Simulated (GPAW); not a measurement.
**Cl/Ag(100): work function by functional and basis**

Wanted: work functions and dipole of Cl/Ag(100), with the cost of each level.

Program: GPAW 26.7.0. Level of theory: GPAW, PAW setups; slab in vacuum, relaxation, in the first sound run; inputs show where later runs differ. Results are calculated unless marked as measured.

Most raw output is cut from this account.

## Step 1: The structure

The cell holds 5 atoms: 4 Ag and 1 Cl. Its edges and angles: a = 2.892 Å, b = 2.892 Å, c = 21.648 Å, α = 90.0°, β = 90.0°, γ = 90.0°. Vacuum lies along c.

Structure file:

```cif
data_structure
_symmetry_space_group_name_H-M 'P 1'
_symmetry_Int_Tables_number 1
_cell_length_a 2.8921
_cell_length_b 2.8921
_cell_length_c 21.6484
_cell_angle_alpha 90.000
_cell_angle_beta 90.000
_cell_angle_gamma 90.000
_cell_volume 181.07
loop_
_atom_site_label
_atom_site_type_symbol
_atom_site_fract_x
_atom_site_fract_y
_atom_site_fract_z
_atom_site_occupancy
Ag1 Ag 0.50000 0.50000 0.32335 1
Ag2 Ag 0.00000 0.00000 0.41781 1
Ag3 Ag 0.50000 0.50000 0.51228 1
Ag4 Ag 0.00000 0.00000 0.60674 1
Cl5 Cl 0.50000 0.50000 0.67665 1
```

## Step 2: Relaxing the atoms

The atoms are relaxed first, since the surface dipole, and with it the work function, follows the positions of the outer layers. The lowest 2 atoms are held at bulk positions and keep their forces.

Contents of run.py:

```python
import json
import numpy as np
from ase import Atoms
from ase.constraints import FixAtoms
from ase.optimize import BFGS
from gpaw import GPAW, PW

slab = Atoms(
    ['Ag', 'Ag', 'Ag', 'Ag', 'Cl'],
    positions=[
        [1.44603, 1.44603, 7.00000],
        [0.00000, 0.00000, 9.04500],
        [1.44603, 1.44603, 11.09000],
        [0.00000, 0.00000, 13.13500],
        [1.44603, 1.44603, 14.64841]],
    cell=[[2.89207, 0.0, 0.0], [0.0, 2.89207, 0.0], [0.0, 0.0, 21.64841]],
    pbc=[True, True, False])

slab.calc = GPAW(mode=PW(400), xc='PBE', kpts={'size': (11, 11, 1), 'gamma': True},
                 occupations={'name': 'fermi-dirac', 'width': 0.1}, nbands='160%',
                 convergence={'density': 1e-05}, maxiter=200,
                 poissonsolver={'dipolelayer': 'xy'},
                 symmetry={'tolerance': 1e-3, 'extra_ids': [1, 1, 0, 0, 0]}, txt='slab.txt')
result = {}
slab.set_constraint(FixAtoms([0, 1]))
path = []
opt = BFGS(slab, maxstep=0.2)
opt.attach(lambda: path.append((slab.get_potential_energy(), slab.positions.tolist(), slab.get_forces().tolist())))
result['relaxed'] = bool(opt.run(fmax=0.03, steps=40))
result['path'] = path
energy = slab.get_potential_energy()
fermi = slab.calc.get_fermi_level()
v = slab.calc.get_electrostatic_potential().mean((0, 1)) - fermi
n = slab.calc.get_pseudo_density().mean((0, 1))
L = slab.cell[2, 2]
z = np.arange(len(v)) * L / len(v)
low, high = slab.positions[:, 2].min(), slab.positions[:, 2].max()
below, above = np.interp([low - 4.8, high + 4.8], z, v)
slopes = [np.interp(x, z, np.gradient(v, z)) for x in (low - 4.8, high + 4.8)]
eps = np.array([[slab.calc.get_eigenvalues(k, s) for k in range(len(slab.calc.get_ibz_k_points()))]
                for s in range(slab.calc.get_number_of_spins())]) - fermi
top, bottom = eps[eps < 0].max(), eps[eps > 0].min()
dipole = slab.get_dipole_moment()[2]
print(f'energy {energy:.4f} eV, Fermi level {fermi:.4f} eV, dipole {dipole:.5f} e A')
print(f'potential 4.8 A off the faces, from the Fermi level: lower {below:.4f} eV, upper {above:.4f} eV')
print(f'slope of the potential there: lower {slopes[0]:.5f}, upper {slopes[1]:.5f} eV/A')
print(f'nearest levels on the mesh: {top:.4f} and {bottom:.4f} eV')
print('magnetic moment', round(slab.get_magnetic_moment(), 3))
result.update(energy=energy, fermi=fermi, dipole=dipole, below=below, above=above, slopes=slopes, edges=[top, bottom],
              z=z.tolist(), v=v.tolist(), n=n.tolist(), positions=slab.positions.tolist(),
              forces=slab.get_forces(apply_constraint=False).tolist(), moments=slab.get_magnetic_moments().tolist())
json.dump(result, open('result.json', 'w'))
```

The run is started by

```bash
$ OMP_NUM_THREADS=1 OPENBLAS_NUM_THREADS=1 python run.py
```

It took 20 min on 1 thread of Arm Neoverse V2, shared host; peak memory 0.25 GiB.

Step by step:

| step | energy less that of the first step (eV) | largest force (eV/Å) |
| --- | --- | --- |
| 1 | 0.0000 | 1.8174 |
| 2 | -0.0699 | 1.5196 |
| 3 | -0.2234 | 0.5085 |
| 4 | -0.2361 | 0.3295 |
| 5 | -0.2450 | 0.4353 |
| 6 | -0.2531 | 0.4359 |
| 7 | -0.2605 | 0.3409 |
| 8 | -0.2661 | 0.2783 |
| 9 | -0.2707 | 0.3554 |
| 10 | -0.2750 | 0.3672 |
| 11 | -0.2831 | 0.3435 |
| 12 | -0.2963 | 0.2585 |
| 13 | -0.3089 | 0.2053 |
| 14 | -0.3132 | 0.0937 |
| 15 | -0.3137 | 0.0224 |

The atoms that moved most (Å):

| atom | dx | dy | dz | length |
| --- | --- | --- | --- | --- |
| Cl5 | 0.000 | 0.000 | 0.534 | 0.534 |
| Ag4 | 0.000 | 0.000 | 0.158 | 0.158 |
| Ag3 | 0.000 | 0.000 | 0.079 | 0.079 |

The relaxed structure:

```cif
data_structure
_symmetry_space_group_name_H-M 'P 1'
_symmetry_Int_Tables_number 1
_cell_length_a 2.8921
_cell_length_b 2.8921
_cell_length_c 21.6484
_cell_angle_alpha 90.000
_cell_angle_beta 90.000
_cell_angle_gamma 90.000
_cell_volume 181.07
loop_
_atom_site_label
_atom_site_type_symbol
_atom_site_fract_x
_atom_site_fract_y
_atom_site_fract_z
_atom_site_occupancy
Ag1 Ag 0.50000 0.50000 0.32335 1
Ag2 Ag 0.00000 0.00000 0.41781 1
Ag3 Ag 0.50000 0.50000 0.51592 1
Ag4 Ag 0.00000 0.00000 0.61403 1
Cl5 Cl 0.50000 0.50000 0.70132 1
```

Numbers from this step:

- dipole along the normal: -0.1027 e·Å
- levels nearest the Fermi level on the mesh: -0.08053, 0.02552 eV from the Fermi level
- upper work function: 6.485 eV
- lower work function: 4.263 eV

The electrostatic potential energy of an electron (without an applied field's), less the Fermi level, planar mean oscillates, so the rows of the table below give means over windows of 2.11 Å about each position, cut where the curve ends. Its maxima inside the range that stand out by 2 % of the span (Å: eV): 8.0: -0.741, 10.1: -0.242, 12.2: -0.0123, 14.3: -0.0300, 20.3: 6.48. Its minima: 7.0: -17.2, 9.1: -17.4, 11.1: -17.4, 13.3: -17.2, 15.2: -18.6.

Table of electrostatic potential energy of an electron (without an applied field's), less the Fermi level, planar mean by z; means over each step:

| z (Å) | electrostatic potential energy of an electron (without an applied field's), less the Fermi level, planar mean (eV) |
| --- | --- |
| 1.05 | 4.36 |
| 3.17 | 4.26 |
| 5.28 | 2.93 |
| 7.39 | -7.92 |
| 9.50 | -7.83 |
| 11.61 | -7.63 |
| 13.72 | -7.78 |
| 15.83 | -3.09 |
| 17.94 | 6.46 |
| 20.05 | 6.48 |

The pseudo valence density, planar mean oscillates, so the rows of the table below give means over windows of 2.06 Å about each position, cut where the curve ends. Its maxima inside the range that stand out by 2 % of the span (Å: e/Å³): 6.9: 2.18, 9.1: 2.21, 11.3: 2.15, 13.2: 2.15, 14.9: 0.569. Its minima: 8.0: 0.266, 10.2: 0.241, 12.1: 0.251, 14.3: 0.304.

Pseudo valence density, planar mean against z; means over each step:

| z (Å) | pseudo valence density, planar mean (e/Å³) |
| --- | --- |
| 3.09 | 1.7e-4 |
| 5.15 | 0.0423 |
| 7.21 | 0.977 |
| 9.27 | 0.979 |
| 11.33 | 0.977 |
| 13.39 | 0.988 |
| 15.45 | 0.382 |
| 17.51 | 0.00627 |
| 19.57 | 6.7e-6 |

The relaxation lowered the energy of the cell by 0.314 eV (energies extrapolated to zero smearing; the optimiser's log prints free energies). The largest force left on a free atom is 0.022 eV/Å.

## Step 3: Plane waves, PBE

The work function is the vacuum plateau of the electrostatic potential less the Fermi level; a dipole layer lets the two faces have plateaus of their own.

This step: GPAW, PAW setups; slab in vacuum (GPAW 26.7.0).

Edit run.py of step 2 so:

```diff
@@ -3,4 +3,2 @@
 from ase import Atoms
-from ase.constraints import FixAtoms
-from ase.optimize import BFGS
 from gpaw import GPAW, PW
@@ -12,5 +10,5 @@
         [0.00000, 0.00000, 9.04500],
-        [1.44603, 1.44603, 11.09000],
-        [0.00000, 0.00000, 13.13500],
-        [1.44603, 1.44603, 14.64841]],
+        [1.44603, 1.44603, 11.16892],
+        [-0.00000, -0.00000, 13.29279],
+        [1.44603, 1.44603, 15.18252]],
     cell=[[2.89207, 0.0, 0.0], [0.0, 2.89207, 0.0], [0.0, 0.0, 21.64841]],
@@ -22,10 +20,4 @@
                  poissonsolver={'dipolelayer': 'xy'},
-                 symmetry={'tolerance': 1e-3, 'extra_ids': [1, 1, 0, 0, 0]}, txt='slab.txt')
+                 symmetry={'tolerance': 1e-3}, txt='slab.txt')
 result = {}
-slab.set_constraint(FixAtoms([0, 1]))
-path = []
-opt = BFGS(slab, maxstep=0.2)
-opt.attach(lambda: path.append((slab.get_potential_energy(), slab.positions.tolist(), slab.get_forces().tolist())))
-result['relaxed'] = bool(opt.run(fmax=0.03, steps=40))
-result['path'] = path
 energy = slab.get_potential_energy()
```

Run time: 1.9 min. Hardware: 1 thread; peak memory 0.24 GiB.

Numbers from this step:

```yaml
dipole_along_the_normal: -0.1028 e·Å
levels_nearest_the_fermi_level_on_the_mesh: -0.08025, 0.02581 eV from the Fermi level
lower_work_function: 4.262 eV
```

The electrostatic potential energy of an electron (without an applied field's), less the Fermi level, planar mean oscillates, so the rows of the table below give means over windows of 2.11 Å about each position, cut where the curve ends. Its maxima inside the range that stand out by 2 % of the span (Å: eV): 8.0: -0.742, 10.1: -0.243, 12.2: -0.0125, 14.3: -0.0299, 20.5: 6.48. Its minima: 7.0: -17.2, 9.1: -17.4, 11.1: -17.4, 13.3: -17.2, 15.2: -18.6.

Table of electrostatic potential energy of an electron (without an applied field's), less the Fermi level, planar mean by z; means over each step:

z (Å), electrostatic potential energy of an electron (without an applied field's), less the Fermi level, planar mean (eV) and a bar from the least value:
```
     1.05        4.4 ##########################
     3.17        4.3 #########################
     5.28        2.9 #######################
     7.39       -7.9 
     9.50       -7.8 
    11.61       -7.6 #
    13.72       -7.8 
    15.83       -3.1 ##########
    17.94        6.5 ##############################
    20.05        6.5 ##############################
```

The pseudo valence density, planar mean oscillates, so the rows of the table below give means over windows of 2.06 Å about each position, cut where the curve ends. Its maxima inside the range that stand out by 2 % of the span (Å: e/Å³): 6.9: 2.18, 9.1: 2.21, 11.3: 2.15, 13.2: 2.15, 14.9: 0.569. Its minima: 8.0: 0.266, 10.2: 0.241, 12.1: 0.251, 14.3: 0.304.

Pseudo valence density, planar mean against z; means over each step:

z (Å), pseudo valence density, planar mean (e/Å³) and a bar:
```
     3.09       0.00 
     5.15       0.04 #
     7.21       0.98 ##############################
     9.27       0.98 ##############################
    11.33       0.98 ##############################
    13.39       0.99 ##############################
    15.45       0.38 ############
    17.51       0.01 
    19.57       0.00
```

Force by atom:

| atom | x (eV/Å) | y (eV/Å) | z (eV/Å) | size |
| --- | --- | --- | --- | --- |
| Ag1 | 0.0000 | 0.0000 | -0.0770 | 0.0770 |
| Ag2 | 0.0000 | 0.0000 | 0.0890 | 0.0890 |
| Ag3 | 0.0000 | 0.0000 | -0.0020 | 0.0020 |
| Ag4 | 0.0000 | 0.0000 | -0.0216 | 0.0216 |
| Cl5 | 0.0000 | 0.0000 | 0.0127 | 0.0127 |

The potential is flat to 6.7e-4 eV/Å where it is read, so the vacuum is wide enough.

## Step 4: OptPBE vdW: xc = "optPBE-vdW"

The same geometry under optPBE-vdW, to see how far the functional moves the levels against the vacuum (the van der Waals functionals take revPBE setups).

Edit run.py of step 3 so:

```diff
@@ -16,3 +16,3 @@
 
-slab.calc = GPAW(mode=PW(400), xc='PBE', kpts={'size': (11, 11, 1), 'gamma': True},
+slab.calc = GPAW(mode=PW(400), xc='optPBE-vdW', kpts={'size': (11, 11, 1), 'gamma': True},
                  occupations={'name': 'fermi-dirac', 'width': 0.1}, nbands='160%',
```

The job ended after 2.1 min (1 thread; peak memory 0.34 GiB).

This step gave:

```
dipole along the normal                    : -0.1058 e·Å
levels nearest the Fermi level on the mesh : -0.08469, 0.02108 eV from the Fermi level
upper work function                        : 6.728 eV
lower work function                        : 4.439 eV
```

The electrostatic potential energy of an electron (without an applied field's), less the Fermi level, planar mean oscillates, so the rows of the table below give means over windows of 2.11 Å about each position, cut where the curve ends. Its maxima inside the range that stand out by 2 % of the span (Å: eV): 8.0: -0.873, 10.1: -0.369, 12.2: -0.128, 14.3: -0.0439, 20.3: 6.73. Its minima: 7.0: -17.2, 9.1: -17.4, 11.1: -17.4, 13.3: -17.2, 15.2: -18.5.

Electrostatic potential energy of an electron (without an applied field's), less the Fermi level, planar mean against z; means over each step:

| z (Å) | electrostatic potential energy of an electron (without an applied field's), less the Fermi level, planar mean (eV) |
| --- | --- |
| 1.05 | 4.54 |
| 3.17 | 4.43 |
| 5.28 | 3.02 |
| 7.39 | -7.97 |
| 9.50 | -7.91 |
| 11.61 | -7.70 |
| 13.72 | -7.78 |
| 15.83 | -2.94 |
| 17.94 | 6.70 |
| 20.05 | 6.73 |

The pseudo valence density, planar mean oscillates, so the rows of the table below give means over windows of 2.06 Å about each position, cut where the curve ends. Its maxima inside the range that stand out by 2 % of the span (Å: e/Å³): 6.9: 2.18, 9.1: 2.22, 11.3: 2.15, 13.2: 2.15, 14.9: 0.571. Its minima: 8.0: 0.264, 10.2: 0.239, 12.1: 0.248, 14.3: 0.302.

The pseudo valence density, planar mean by z; means over each step:

| z (Å) | pseudo valence density, planar mean (e/Å³) |
| --- | --- |
| 1.03 | 0 |
| 3.09 | 2.3e-4 |
| 5.15 | 0.0424 |
| 7.21 | 0.977 |
| 9.27 | 0.979 |
| 11.33 | 0.977 |
| 13.39 | 0.988 |
| 15.45 | 0.382 |
| 17.51 | 0.00648 |
| 19.57 | 8.9e-6 |

Force by atom:

| atom | x (eV/Å) | y (eV/Å) | z (eV/Å) | size |
| --- | --- | --- | --- | --- |
| Ag1 | 0.000 | 0.000 | -0.346 | 0.346 |
| Ag2 | 0.000 | 0.000 | 0.141 | 0.141 |
| Ag3 | 0.000 | 0.000 | 0.004 | 0.004 |
| Ag4 | 0.000 | 0.000 | -0.030 | 0.030 |
| Cl5 | 0.000 | 0.000 | 0.229 | 0.229 |

The upper face's work function is 6.728 eV, against 6.485 eV in the first plane-wave PBE run at this geometry.

## Step 5: Self-consistent run: xc = "revPBE"

The same geometry under revPBE, to see how far the functional moves the levels against the vacuum.

Edit run.py of step 4 so:

```diff
@@ -16,3 +16,3 @@
 
-slab.calc = GPAW(mode=PW(400), xc='optPBE-vdW', kpts={'size': (11, 11, 1), 'gamma': True},
+slab.calc = GPAW(mode=PW(400), xc='revPBE', kpts={'size': (11, 11, 1), 'gamma': True},
                  occupations={'name': 'fermi-dirac', 'width': 0.1}, nbands='160%',
```

Run time: 2 min. Hardware: 1 thread; peak memory 0.24 GiB.

Numbers from this step:

```
dipole along the normal                    : -0.1067 e·Å
levels nearest the Fermi level on the mesh : -0.08334, 0.02236 eV from the Fermi level
upper work function                        : 6.395 eV
lower work function                        : 4.086 eV
```

The electrostatic potential energy of an electron (without an applied field's), less the Fermi level, planar mean oscillates, so the rows of the table below give means over windows of 2.11 Å about each position, cut where the curve ends. Its maxima inside the range that stand out by 2 % of the span (Å: eV): 8.0: -0.872, 10.1: -0.370, 12.2: -0.137, 14.3: -0.112, 20.3: 6.39. Its minima: 7.0: -17.3, 9.1: -17.5, 11.1: -17.4, 13.3: -17.3, 15.2: -18.6.

Electrostatic potential energy of an electron (without an applied field's), less the Fermi level, planar mean against z; means over each step:

| z (Å) | electrostatic potential energy of an electron (without an applied field's), less the Fermi level, planar mean (eV) |
| --- | --- |
| 1.05 | 4.19 |
| 3.17 | 4.08 |
| 5.28 | 2.76 |
| 7.39 | -8.03 |
| 9.50 | -7.94 |
| 11.61 | -7.73 |
| 13.72 | -7.86 |
| 15.83 | -3.15 |
| 17.94 | 6.37 |
| 20.05 | 6.39 |

The upper face's work function is 6.395 eV, against 6.485 eV in the first plane-wave PBE run at this geometry.

## Step 6: Self-consistent run: xc = "LDA"

The same geometry under LDA, to see how far the functional moves the levels against the vacuum.

Edit run.py of step 5 so:

```diff
@@ -16,3 +16,3 @@
 
-slab.calc = GPAW(mode=PW(400), xc='revPBE', kpts={'size': (11, 11, 1), 'gamma': True},
+slab.calc = GPAW(mode=PW(400), xc='LDA', kpts={'size': (11, 11, 1), 'gamma': True},
                  occupations={'name': 'fermi-dirac', 'width': 0.1}, nbands='160%',
```

Elapsed: 2.3 min, on 1 thread; peak memory 0.24 GiB.

This step gave:

* dipole along the normal: -0.09297 e·Å
* levels nearest the Fermi level on the mesh: -0.07085, 0.03642 eV from the Fermi level
* upper work function: 6.695 eV
* lower work function: 4.685 eV

The upper face's work function is 6.695 eV, against 6.485 eV in the first plane-wave PBE run at this geometry.

## Step 7: Self-consistent run: xc = "vdW-DF2"

The same geometry under vdW-DF2, to see how far the functional moves the levels against the vacuum (the van der Waals functionals take revPBE setups).

Edit run.py of step 6 so:

```diff
@@ -16,3 +16,3 @@
 
-slab.calc = GPAW(mode=PW(400), xc='LDA', kpts={'size': (11, 11, 1), 'gamma': True},
+slab.calc = GPAW(mode=PW(400), xc='vdW-DF2', kpts={'size': (11, 11, 1), 'gamma': True},
                  occupations={'name': 'fermi-dirac', 'width': 0.1}, nbands='160%',
```

The job ended after 3.9 min (1 thread; peak memory 0.35 GiB).

This step gave:

- dipole along the normal: -0.1047 e·Å
- levels nearest the Fermi level on the mesh: -0.006512, 0.01847 eV from the Fermi level
- upper work function: 6.938 eV
- lower work function: 4.672 eV

The electrostatic potential energy of an electron (without an applied field's), less the Fermi level, planar mean oscillates, so the rows of the table below give means over windows of 2.11 Å about each position, cut where the curve ends. Its maxima inside the range that stand out by 2 % of the span (Å: eV): 8.0: -1.09, 10.1: -0.595, 12.2: -0.343, 14.3: -0.140, 21.2: 6.94. Its minima: 7.0: -17.4, 9.1: -17.6, 11.1: -17.6, 13.3: -17.4, 15.2: -18.4.

Electrostatic potential energy of an electron (without an applied field's), less the Fermi level, planar mean against z; means over each step:

| z (Å) | electrostatic potential energy of an electron (without an applied field's), less the Fermi level, planar mean (eV) |
| --- | --- |
| 1.05 | 4.77 |
| 3.17 | 4.66 |
| 5.28 | 3.19 |
| 7.39 | -8.11 |
| 9.50 | -8.11 |
| 11.61 | -7.90 |
| 13.72 | -7.91 |
| 15.83 | -2.81 |
| 17.94 | 6.91 |
| 20.05 | 6.94 |

The upper face's work function is 6.938 eV, against 6.485 eV in the first plane-wave PBE run at this geometry.

## Step 8: Self-consistent run: xc = "RPBE"

The same geometry under RPBE, to see how far the functional moves the levels against the vacuum.

Edit run.py of step 7 so:

```diff
@@ -16,3 +16,3 @@
 
-slab.calc = GPAW(mode=PW(400), xc='vdW-DF2', kpts={'size': (11, 11, 1), 'gamma': True},
+slab.calc = GPAW(mode=PW(400), xc='RPBE', kpts={'size': (11, 11, 1), 'gamma': True},
                  occupations={'name': 'fermi-dirac', 'width': 0.1}, nbands='160%',
```

Wall time 2 min (1 thread); peak memory 0.24 GiB.

This step gave:

| Quantity | Value |
| --- | --- |
| dipole along the normal | -0.1082 e·Å |
| levels nearest the Fermi level on the mesh | -0.08408, 0.02147 eV from the Fermi level |
| upper work function | 6.400 eV |
| lower work function | 4.060 eV |

The upper face's work function is 6.400 eV, against 6.485 eV in the first plane-wave PBE run at this geometry.

## Step 9: Real-space grid: mode = "fd"

A real-space grid is a second complete basis, so it checks the plane-wave result.

Edit run.py of step 8 so:

```diff
@@ -3,3 +3,3 @@
 from ase import Atoms
-from gpaw import GPAW, PW
+from gpaw import GPAW
 
@@ -16,3 +16,3 @@
 
-slab.calc = GPAW(mode=PW(400), xc='RPBE', kpts={'size': (11, 11, 1), 'gamma': True},
+slab.calc = GPAW(mode='fd', h=0.18, xc='PBE', kpts={'size': (11, 11, 1), 'gamma': True},
                  occupations={'name': 'fermi-dirac', 'width': 0.1}, nbands='160%',
```

The job ended after 12 min (1 thread; peak memory 1 GiB).

Numbers from this step:

```
dipole along the normal                    : -0.1028 e·Å
levels nearest the Fermi level on the mesh : -0.08020, 0.02580 eV from the Fermi level
upper work function                        : 6.483 eV
lower work function                        : 4.259 eV
```

The upper face's work function is 6.483 eV, against 6.485 eV in the first plane-wave PBE run at this geometry.

(Continued in part 2 of 2.)

[Logs are printed without paths, hosts, clocks, repeated set-up lines and the standing remarks that a program may print on its own settings, such as how far it seeks lower states.]

[Hosts, paths, dates, database ids (printed as entryN), source tags and the programs' standing remarks are cut or masked in the printed files.]
